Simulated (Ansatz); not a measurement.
**5-layer 1T-SnSe2 (AA) in a perpendicular field**

What dipole does a perpendicular field induce in the 5-layer 1T-SnSe2 (AA), and does the gap follow? A positive field points along +c.

Main program and level: Ansatz 0.2.0; plane-wave DFT, PBE-D3(BJ), Ansatz PAW.

## 1. The structure

The cell holds 15 atoms: 10 Se and 5 Sn. Cell: a = 3.870 Å, b = 3.870 Å, c = 76.952 Å, α = 90.0°, β = 90.0°, γ = 120.0°. Regions: layer 1: 1T-SnSe2, 3 atoms (2 Se and 1 Sn); layer 2: 1T-SnSe2, 3 atoms (2 Se and 1 Sn); layer 3: 1T-SnSe2, 3 atoms (2 Se and 1 Sn); layer 4: 1T-SnSe2, 3 atoms (2 Se and 1 Sn); layer 5: 1T-SnSe2, 3 atoms (2 Se and 1 Sn). Vacuum lies along c.

## 2. Relaxation

The starting cell is a guess, so the in-plane lattice and the atoms are relaxed first, with the slab cut off from its images along the normal.

The input, input.yaml:

```yaml
crystal:
  lattice:
    - [3.87, 0.0, 0.0]
    - [-1.935, 3.3515183126, 0.0]
    - [0.0, 0.0, 76.9524452147]
  atoms:
    - { symbol: Se, position: [0.6666666667, 0.3333333333, 0.3508660436] }
    - { symbol: Sn, position: [0.0, 0.0, 0.364578987] }
    - { symbol: Se, position: [0.3333333333, 0.6666666667, 0.3782919303] }
    - { symbol: Se, position: [0.6666666667, 0.3333333333, 0.4185765501] }
    - { symbol: Sn, position: [0.0, 0.0, 0.4322894935] }
    - { symbol: Se, position: [0.3333333333, 0.6666666667, 0.4460024368] }
    - { symbol: Se, position: [0.6666666667, 0.3333333333, 0.4862870567] }
    - { symbol: Sn, position: [0.0, 0.0, 0.5] }
    - { symbol: Se, position: [0.3333333333, 0.6666666667, 0.5137129433] }
    - { symbol: Se, position: [0.6666666667, 0.3333333333, 0.5539975632] }
    - { symbol: Sn, position: [0.0, 0.0, 0.5677105065] }
    - { symbol: Se, position: [0.3333333333, 0.6666666667, 0.5814234499] }
    - { symbol: Se, position: [0.6666666667, 0.3333333333, 0.6217080697] }
    - { symbol: Sn, position: [0.0, 0.0, 0.635421013] }
    - { symbol: Se, position: [0.3333333333, 0.6666666667, 0.6491339564] }
  periodic: [true, true, false]
kpoints:
  mp_grid: { grid: [12, 12, 1] }
hamiltonian:
  xc: pbe
  dispersion: d3bj
scf:
  occupations: { method: fermi_dirac, width: 0.05 }
  convergence: { dr2_threshold: 1.0e-09 }
relax:
  f_tol: 0.004
  max_steps: 90
  cell: {}
output:
  write_potential: true
  write_density: true
  volumetric_format: npy
```

Started as:

```bash
$ ansatz run input.yaml --threads 4 --pin off --max-ram 16384MiB --backend cpu --events-out ev --progress --plain --runs-dir out
```

Numbers of over 12 decimals in the logs are rounded to 6 here.

The log of the run:

```text
Warning: relax.cell: scf.convergence.dr2_threshold = 1e-9 eV is looser than the 1.38138891163e-10 eV advised for a relaxation that steers and ends on the stress (1e-10 eV for each atom of the cell: 15, times the square of relax.cell.stress_2d_tol = 0.05 N/m over 33.0 Å (the atoms' height at the walk's start and 5 Å past either face), 1.517e-2 GPa, over a crystal's default 0.05). What an SCF threshold leaves in a stress goes as its square root, and in the free energy as the threshold itself, and one threshold admits the most on a small cell: [figures from the program's tests cut] Set scf.convergence.dr2_threshold to 1.38138891163e-10 eV or tighter. [rest of the remark cut]
Engine: ansatz 0.2.0, aarch64-unknown-linux-gnu
Pseudopotentials: kind: paw
Pseudopotential: Se, paw, valence charge 16, recommended cutoff 420 eV (normal), Se.paw.azcp
Pseudopotential: Sn, paw, valence charge 14, recommended cutoff 420 eV (normal), Sn.paw.azcp
Functional definition: PBE
  parameter kappa = 0.804
  parameter beta = 0.066725
  exchange = pbe_x(kappa = kappa, mu = beta*pi^2/3)
  correlation = pbe_c(beta = beta)
Crystal: 15 atoms, lattice volume = 998.102 Å³
Basis set: ecut = 420 eV, 19685 PW (Γ), exchange–correlation on 54×54×1080 points (8 copies of the dense FFT grid, shifted against one another)
Bands: 138, of which v1, the nominal top of the filled ones, is band 115 counted from 1 (114 counted from 0)
Symmetry: 12 space group operations
Space group: P-3m1 (ITA 164), of the structure as read, at distance tolerance 1.0e-4 Å
k-points: 19 of 144
Non-local potential: Se, projectors of the file, l = 0: 2, l = 1: 2, l = 2: 3, l = 3: 1
Non-local potential: Sn, projectors of the file, l = 0: 2, l = 1: 2, l = 2: 2, l = 3: 2
PAW form: soft (Blöchl's): semilocal exchange-correlation on the pseudo side does not see the compensation charge
PAW one-centre angular grid: Se, 590 points (default); XC on 64 Gauss nodes
PAW one-centre angular grid: Sn, 590 points (default); XC on 64 Gauss nodes
Initial density: superposition of atomic densities (neutral atoms: chi_scale 0, normalization atom), corrected by the library's trained network
Initial wavefunctions: pseudopotential atomic-orbital guess
Functional: x = pbe(κ = 0.804, μ = 0.219515), c = pbe(β = 0.066725)
SCF iter   1: F=—  HF=-84808.015213 eV  |F-HF|=—  |Δ(HF+E_count)|=         —  Δρ=2.37e-3  dr2=1.04e-1  ethr=1.77e-3  ⟨swp⟩=11.9  Hψ=14599  notcnv=0  defer=126
preconditioner: auto → LDOS  [insulator: Δε(μ)=0.171 eV  Ē_g=16.936 eV  σ=0.050 eV  W_gap=0.68  n_scr=202 (ndim 8)  ℏωp=13.4 eV  f_vac=0.660  D(μ)=0.37/eV (n_scr^D=6)  ε∞_Penn≈1.6  β→1.0]
SCF iter   2: F=—  HF=-84808.087945 eV  |F-HF|=—  |Δ(HF+E_count)|=   7.27e-2  Δρ=2.72e-3  dr2=5.80e-1  ethr=4.50e-5  ⟨swp⟩=4.1  Hψ=6925  notcnv=0  defer=287
SCF iter   3: F=—  HF=-84808.022534 eV  |F-HF|=—  |Δ(HF+E_count)|=   6.54e-2  Δρ=1.53e-3  dr2=2.40e-1  ethr=4.50e-5  ⟨swp⟩=4.1  Hψ=5268  notcnv=0  defer=287
SCF iter   4: F=—  HF=-84807.987448 eV  |F-HF|=—  |Δ(HF+E_count)|=   3.51e-2  Δρ=3.68e-4  dr2=1.03e-2  ethr=4.50e-5  ⟨swp⟩=2.6  Hψ=3437  notcnv=0  defer=287
SCF iter   5: F=—  HF=-84807.986840 eV  |F-HF|=—  |Δ(HF+E_count)|=   6.08e-4  Δρ=1.18e-4  dr2=3.32e-4  ethr=4.47e-6  ⟨swp⟩=3.2  Hψ=4484  notcnv=0  defer=287
SCF iter   6: F=—  HF=-84807.986762 eV  |F-HF|=—  |Δ(HF+E_count)|=   7.77e-5  Δρ=4.64e-5  dr2=2.90e-5  ethr=1.44e-7  ⟨swp⟩=3.5  Hψ=5055  notcnv=0  defer=287
SCF iter   7: F=—  HF=-84807.986774 eV  |F-HF|=—  |Δ(HF+E_count)|=   1.19e-5  Δρ=2.56e-5  dr2=5.46e-5  ethr=1.26e-8  ⟨swp⟩=3.5  Hψ=5578  notcnv=0  defer=287
SCF iter   8: F=—  HF=-84807.986767 eV  |F-HF|=—  |Δ(HF+E_count)|=   7.40e-6  Δρ=5.98e-6  dr2=5.68e-7  ethr=1.26e-8  ⟨swp⟩=2.9  Hψ=3908  notcnv=0  defer=287
SCF iter   9: F=—  HF=-84807.986994 eV  |F-HF|=—  |Δ(HF+E_count)|=   2.27e-4  Δρ=1.95e-6  dr2=3.68e-8  ethr=2.47e-10  ⟨swp⟩=3.6  Hψ=5792  notcnv=0  defer=287
SCF iter  10: F=—  HF=-84807.986994 eV  |F-HF|=—  |Δ(HF+E_count)|=   1.64e-8  Δρ=6.83e-7  dr2=7.94e-9  ethr=1.60e-11  ⟨swp⟩=3.6  Hψ=5759  notcnv=0  defer=287
SCF iter  11: F=-84807.986994 eV  HF=-84807.986994 eV  |F-HF|=2.55e-9  |Δ(HF+E_count)|=   1.15e-9  Δρ=1.24e-7  dr2=3.68e-10  ethr=1.00e-12  ⟨swp⟩=10.2  Hψ=20754  notcnv=0
SCF 1 converged in 11 iterations: F = -84807.986994 eV  dr2 = 3.68e-10
  greatest PAW one-centre occupation: 1.000 electrons in one spin orbital (limit 2), on the Se atom at site 11 (counted from 0), in its partial waves of l = 2
relax step   1: F+E_penalty+E_count = -84807.98699371 eV  Δ(F+E_penalty+E_count) = +0.000e0 eV  max|allowed force component| = 5.179e0 eV/Å  Δτ_max = 0.0000 Å  P = +89.697 N/m  Ω = 998.102 Å³  fix = [c, alpha, beta]  reactions: c +0.000 N/m  (11 SCF iters, accepted)
Crystal: 15 atoms, lattice volume = 1046.378 Å³
Basis set: ecut = 420 eV, 20669 PW (Γ), exchange–correlation on 54×54×1080 points (8 copies of the dense FFT grid, shifted against one another)
Initial density: handed on by an earlier stage of this run
Initial wavefunctions: those handed on with the density
iter 1 solved again at ethr=1.89e-4 eV; its pass at ethr=3.10e-3 eV (dr2=4.35e-1 eV) is discarded
SCF iter   1: F=—  HF=-84817.683670 eV  |F-HF|=—  |Δ(HF+E_count)|=         —  Δρ=6.06e-3  dr2=4.30e-1  ethr=1.89e-4  ⟨swp⟩=7.1  Hψ=15425  notcnv=0  defer=8
preconditioner: auto → LDOS  [insulator: Δε(μ)=0.222 eV  Ē_g=16.328 eV  σ=0.050 eV  W_gap=0.78  n_scr=212 (ndim 8)  ℏωp=13.1 eV  f_vac=0.656  D(μ)=0.60/eV (n_scr^D=6)  ε∞_Penn≈1.6  β→1.0]
SCF iter   2: F=—  HF=-84817.750274 eV  |F-HF|=—  |Δ(HF+E_count)|=   6.66e-2  Δρ=3.49e-3  dr2=5.92e-1  ethr=1.87e-4  ⟨swp⟩=6.4  Hψ=7952  notcnv=0  defer=130
SCF iter   3: F=—  HF=-84817.588261 eV  |F-HF|=—  |Δ(HF+E_count)|=   1.62e-1  Δρ=1.24e-3  dr2=9.52e-2  ethr=1.87e-4  ⟨swp⟩=5.0  Hψ=5763  notcnv=0  defer=238
SCF iter   4: F=—  HF=-84817.578329 eV  |F-HF|=—  |Δ(HF+E_count)|=   9.93e-3  Δρ=6.74e-4  dr2=3.80e-2  ethr=4.14e-5  ⟨swp⟩=3.1  Hψ=3859  notcnv=0  defer=251
SCF iter   5: F=—  HF=-84817.573614 eV  |F-HF|=—  |Δ(HF+E_count)|=   4.71e-3  Δρ=2.13e-4  dr2=1.58e-3  ethr=1.65e-5  ⟨swp⟩=2.7  Hψ=3216  notcnv=0  defer=251
SCF iter   6: F=—  HF=-84817.573312 eV  |F-HF|=—  |Δ(HF+E_count)|=   3.03e-4  Δρ=9.12e-5  dr2=3.62e-4  ethr=6.87e-7  ⟨swp⟩=3.1  Hψ=4034  notcnv=0  defer=251
SCF iter   7: F=—  HF=-84817.573312 eV  |F-HF|=—  |Δ(HF+E_count)|=   3.12e-8  Δρ=3.40e-5  dr2=3.47e-5  ethr=1.57e-7  ⟨swp⟩=3.6  Hψ=4573  notcnv=0  defer=251
SCF iter   8: F=—  HF=-84817.573358 eV  |F-HF|=—  |Δ(HF+E_count)|=   4.68e-5  Δρ=1.16e-5  dr2=8.73e-7  ethr=1.51e-8  ⟨swp⟩=3.1  Hψ=3970  notcnv=0  defer=251
[...]
relax step  17: F+E_penalty+E_count = -84821.81506059 eV  Δ(F+E_penalty+E_count) = +1.730e-5 eV  max|allowed force component| = 3.206e-4 eV/Å  Δτ_max = 0.0074 Å  P = -0.006 N/m  Ω = 981.846 Å³  energy of the carried Pulay correction = +2.524e-3 eV  fix = [c, alpha, beta]  reactions: c -0.000 N/m  (8 SCF iters, accepted)
relax step  18: F+E_penalty+E_count = -84821.81373840 eV  Δ(F+E_penalty+E_count) = +1.322e-3 eV  max|allowed force component| = 4.904e-4 eV/Å  Δτ_max = 0.0000 Å  P = -0.098 N/m  Ω = 981.846 Å³  fix = [c, alpha, beta]  reactions: c -0.000 N/m  stress off target by 9.75e-2 N/m on what of the cell is left free  SCF on the basis re-selected at this cell (its energy is not comparable with the rows above)  (5 SCF iters)
relax step  19: F+E_penalty+E_count = -84821.81378844 eV  Δ(F+E_penalty+E_count) = -5.004e-5 eV  max|allowed force component| = 1.008e-2 eV/Å  Δτ_max = 0.0065 Å  P = +0.064 N/m  Ω = 980.639 Å³  energy of the carried Pulay correction = +1.020e-4 eV  fix = [c, alpha, beta]  (8 SCF iters, rejected (line search))
relax step  20: F+E_penalty+E_count = -84821.81380319 eV  Δ(F+E_penalty+E_count) = -6.479e-5 eV  max|allowed force component| = 2.254e-4 eV/Å  Δτ_max = 0.0018 Å  P = -0.003 N/m  Ω = 981.340 Å³  energy of the carried Pulay correction = +4.281e-5 eV  fix = [c, alpha, beta]  reactions: c -0.000 N/m  (8 SCF iters, accepted)
iter 1 solved again at ethr=3.75e-7 eV; its pass at ethr=3.10e-3 eV (dr2=8.63e-4 eV) is discarded
SCF iter   1: F=—  HF=-84821.813577 eV  |F-HF|=—  |Δ(HF+E_count)|=         —  Δρ=1.40e-6  dr2=1.40e-8  ethr=3.75e-7  ⟨swp⟩=8.0  Hψ=23660  notcnv=0  defer=4
eigensolver tolerance schedule: the retry pair's looser diagonalisation over-reported the residual by 61780.49 of it (diagonalisation noise at an unbounded share of the residual, at the tolerance the schedule requests for it); recorded, not acted on — ethr = c·dr2/N_el stays at c = 1.0e-1
SCF iter   2: F=—  HF=-84821.813759 eV  |F-HF|=—  |Δ(HF+E_count)|=   1.82e-4  Δρ=2.15e-6  dr2=6.03e-8  ethr=6.07e-12  ⟨swp⟩=7.0  Hψ=11276  notcnv=0  defer=1
SCF iter   3: F=—  HF=-84821.813759 eV  |F-HF|=—  |Δ(HF+E_count)|=   2.97e-8  Δρ=8.48e-7  dr2=4.88e-9  ethr=6.07e-12  ⟨swp⟩=2.6  Hψ=4991  notcnv=0  defer=1
SCF iter   4: F=—  HF=-84821.813759 eV  |F-HF|=—  |Δ(HF+E_count)|=   2.12e-9  Δρ=6.28e-7  dr2=3.19e-9  ethr=2.12e-12  ⟨swp⟩=3.8  Hψ=5272  notcnv=0  defer=1
SCF iter   5: F=-84821.813759 eV  HF=-84821.813759 eV  |F-HF|=8.88e-10  |Δ(HF+E_count)|=  4.37e-10  Δρ=3.65e-7  dr2=9.64e-10  ethr=1.00e-12  ⟨swp⟩=16.6  Hψ=20916  notcnv=0
SCF 21 converged in 5 iterations: F = -84821.813759 eV  dr2 = 9.64e-10
relax step  21: F+E_penalty+E_count = -84821.81375929 eV  Δ(F+E_penalty+E_count) = +4.390e-5 eV  max|allowed force component| = 2.357e-4 eV/Å  Δτ_max = 0.0000 Å  P = -0.002 N/m  Ω = 981.340 Å³  fix = [c, alpha, beta]  reactions: c -0.000 N/m  stress off target by 2.45e-3 N/m on what of the cell is left free  SCF on the basis re-selected at this cell (its energy is not comparable with the rows above)  (5 SCF iters)
basis re-selected at this cell: Δ(F+E_penalty+E_count) = +4.390e-5 eV, ΔP = +0.000 N/m vs the last step (what re-selecting the basis moved, of the pressure what is left beyond the Pulay correction that the steps carried, after the strain that the cell walked since its last selection, with what the two solves' SCF thresholds leave and, on support functions, any second-order correction that the steps lacked; it is no m [...]
WARN: The output density's exchange-correlation potential varies sharply where the density is thin. Do not read a vacuum level from v_tot or v_xc, or from such a field of the output density. On a cell that repeats whose density bears no net charge and no dipole along the vacuum's axis use v_es (v_loc + v_h of the components); under efield.dipole_correction with no amplitude use v_es + v_field, which holds any externa [...]
SCF converged after 5 iterations
Free energy (F): -84821.813759 eV
Harris-Foulkes:  -84821.813759 eV  (|F-HF|=8.88e-10)
Internal energy: -84821.813112 eV  (E = F + TS)
E sigma→0 (E₀):  -84821.813436 eV
Entropy (-TS):   -0.000647 eV (-0.043 meV/atom)
Fermi energy:    -5.540374 eV
--- Per-component energies (eV) ---
  E_band       = -7508.203988
  E_kinetic    = 2121.400213
  E_local      = -3520750.679347  (includes V_loc(G=0)·N_el)
  E_nonlocal   = -6111.787285
  E_hartree    = 1759155.921830
  E_xc         = -2948.053383
  E_vxc        = -1455.077510  (∫ρ·V_xc dr)
  E_paw        = -39818.216030  (= ΣΔE_a)
  E_vpaw       = 376.100758  (= ΣTr[D̂ρ^β])
  E_aug_tail   = -0.006023  (compensation charges beyond the density's cutoff)
  E_ewald      = 1723534.719436
  E_disp       = -5.112521  (pairwise vdW)
  E_smearing   = -0.000647  (= −TS)
  E_closure    = -0.000000  (closes the sum)
  Σ components = -84821.813759   (vs F -84821.813759, Δ=0.00e0)
--- Forces (eV/Å), atoms counted from 1 ---
  atom   1  Se     0.00000000     0.00000000    -0.00023573
  atom   2  Sn    -0.00000000    -0.00000000    -0.00020470
  atom   3  Se     0.00000000    -0.00000000    -0.00000058
  atom   4  Se     0.00000000     0.00000000    -0.00013769
  atom   5  Sn     0.00000000    -0.00000000    -0.00007038
  atom   6  Se    -0.00000000    -0.00000000     0.00002769
  atom   7  Se    -0.00000000     0.00000000    -0.00008071
  atom   8  Sn    -0.00000000     0.00000000     0.00000000
  atom   9  Se     0.00000000    -0.00000000     0.00008071
  atom  10  Se    -0.00000000     0.00000000    -0.00002769
  atom  11  Sn    -0.00000000     0.00000000     0.00007038
  atom  12  Se     0.00000000    -0.00000000     0.00013769
  atom  13  Se     0.00000000     0.00000000     0.00000058
  atom  14  Sn     0.00000000     0.00000000     0.00020470
  atom  15  Se     0.00000000    -0.00000000     0.00023573
  max |Σ_I F_I| component: 9.25e-18 eV/Å
--- 2D stress c σ (N/m, compression-positive) ---
       -0.002447      -0.000000       0.000000
       -0.000000      -0.002447       0.000000
        0.000000       0.000000      -0.000000
  P = ½ c Tr σ = -0.0024 N/m
--- Band table (eV; the first three rows and the last of 19) ---
  k-point 0: bands = [... 111 lower, -6.0619, -6.0619, -6.0380, -6.0380, -4.8993, -4.5300, -4.1032, -3.7282, ... 19 higher]
  k-point 1: bands = [... 111 lower, -6.0550, -5.9902, -5.9595, -5.9086, -4.3067, -4.1033, -3.8483, -3.6377, ... 19 higher]
  k-point 2: bands = [... 111 lower, -6.0565, -5.9662, -5.9176, -5.8774, -4.0712, -3.9578, -3.8074, -3.6598, ... 19 higher]
  k-point 18: bands = [... 111 lower, -6.5139, -6.5139, -6.2517, -6.2517, -4.8922, -4.6359, -4.2765, -3.9097, ... 19 higher]
  the weakly bound empty levels are not read free of the cell's end (no_gap_told)
--- Relaxed structure (19 steps of the walk, 17 accepted, 2 SCFs on fresh bases) ---
  F+E_penalty+E_count = -84821.81375929 eV   max|allowed force component| = 2.357e-4 eV/Å   (the final SCF, on the basis selected at the relaxed cell)
  cell:  # Å, volume = 981.3395 Å³
    - [3.837365, 0, 0]
    - [-1.918683, 3.323256, 0]
    - [0, 0, 76.9524452147]
  atoms:
    - { symbol: Se, position: [0.666667, 0.333333, 0.323224] }
    - { symbol: Sn, position: [3.035535800694698e-17, 0, 0.343953] }
    - { symbol: Se, position: [0.333333, 0.666667, 0.364697] }
    - { symbol: Se, position: [0.666667, 0.333333, 0.401166] }
    - { symbol: Sn, position: [1.5308637429759962e-17, 0, 0.421888] }
    - { symbol: Se, position: [0.333333, 0.666667, 0.442607] }
    - { symbol: Se, position: [0.666667, 0.333333, 0.479279] }
    - { symbol: Sn, position: [0, 0, 0.500000] }
    - { symbol: Se, position: [0.333333, 0.666667, 0.520721] }
    - { symbol: Se, position: [0.666667, 0.333333, 0.557393] }
    - { symbol: Sn, position: [-1.530863742975989e-17, 0, 0.578112] }
    - { symbol: Se, position: [0.333333, 0.666667, 0.598834] }
    - { symbol: Se, position: [0.666667, 0.333333, 0.635303] }
    - { symbol: Sn, position: [-3.0355358006947045e-17, 0, 0.656047] }
    - { symbol: Se, position: [0.333333, 0.666667, 0.676776] }
```

Elapsed: 21 min, on 4 threads of Arm Neoverse V1, shared host; peak memory 3.9 GiB; 82 min of CPU time.

Step by step:

```csv
step,energy less that of the first step (eV),largest force component (eV/Å),volume (Å³)
1,0.0000,5.1786,998.10
2,-9.5866,2.6375,1046.38
3,-12.8576,1.0563,1032.22
4,-13.3148,0.1880,1023.78
5,-13.4469,0.1262,1022.26
6,-13.5494,0.0829,1018.42
7,-13.6369,0.0664,1011.81
8,-13.7092,0.0472,1002.59
9,-13.7637,0.0339,994.35
10,-13.8002,0.0576,991.02
11,-13.7884,0.2094,973.77
12,-13.8126,0.0172,987.68
13,-13.8215,0.0120,985.32
14,-13.8277,0.0054,982.14
15,-13.8280,0.0033,981.60
16,-13.8281,0.0020,981.66
17,-13.8281,0.0003,981.85
18*,-13.8267,0.0005,981.85
19,-13.8268,0.0101,980.64
20,-13.8268,0.0002,981.34
21*,-13.8268,0.0002,981.34
```

Relaxation steps marked * repeat the geometry before them on a plane-wave basis chosen anew for their cell, so energy and pressure can jump there. Relaxation steps 11, 19 were tried and not accepted.

Forces are held to the 12 operations that the run works with; a distortion that breaks them can't arise in this run.

```csv
cell as run,before,after,change
a (Å),3.870,3.837,-0.8 %
b (Å),3.870,3.837,-0.8 %
```

The atoms that moved most (Å, along periodic axes as changes of fractional coordinates times the final cell, across vacuum about the mean position):

```csv
atom,dx,dy,dz,length
Se15,0.000,0.000,2.127,2.127
Se1,0.000,0.000,-2.127,2.127
Sn14,0.000,0.000,1.587,1.587
Sn2,0.000,0.000,-1.587,1.587
Se12,0.000,0.000,1.340,1.340
Se4,0.000,0.000,-1.340,1.340
Se13,0.000,0.000,1.046,1.046
Se3,0.000,0.000,-1.046,1.046
```

Numbers from this step:

- energy at zero smearing: -84821.8134 eV

The lattice constant a goes from 3.870 to 3.837 Å.

(Continued in part 2 of 2.)

[Logs are printed without paths, hosts, clocks, repeated set-up lines and the standing remarks that a program may print on its own settings, such as how far it seeks lower states.]

[Hosts, paths, dates, database ids (printed as entryN), source tags and the programs' standing remarks are cut or masked in the printed files.]

[Maps of the electrostatic potential energy from Ansatz leave out the sawtooth potential of an applied field or a dipole correction, so their vacuum need not be flat; planar profiles and work functions include it.]
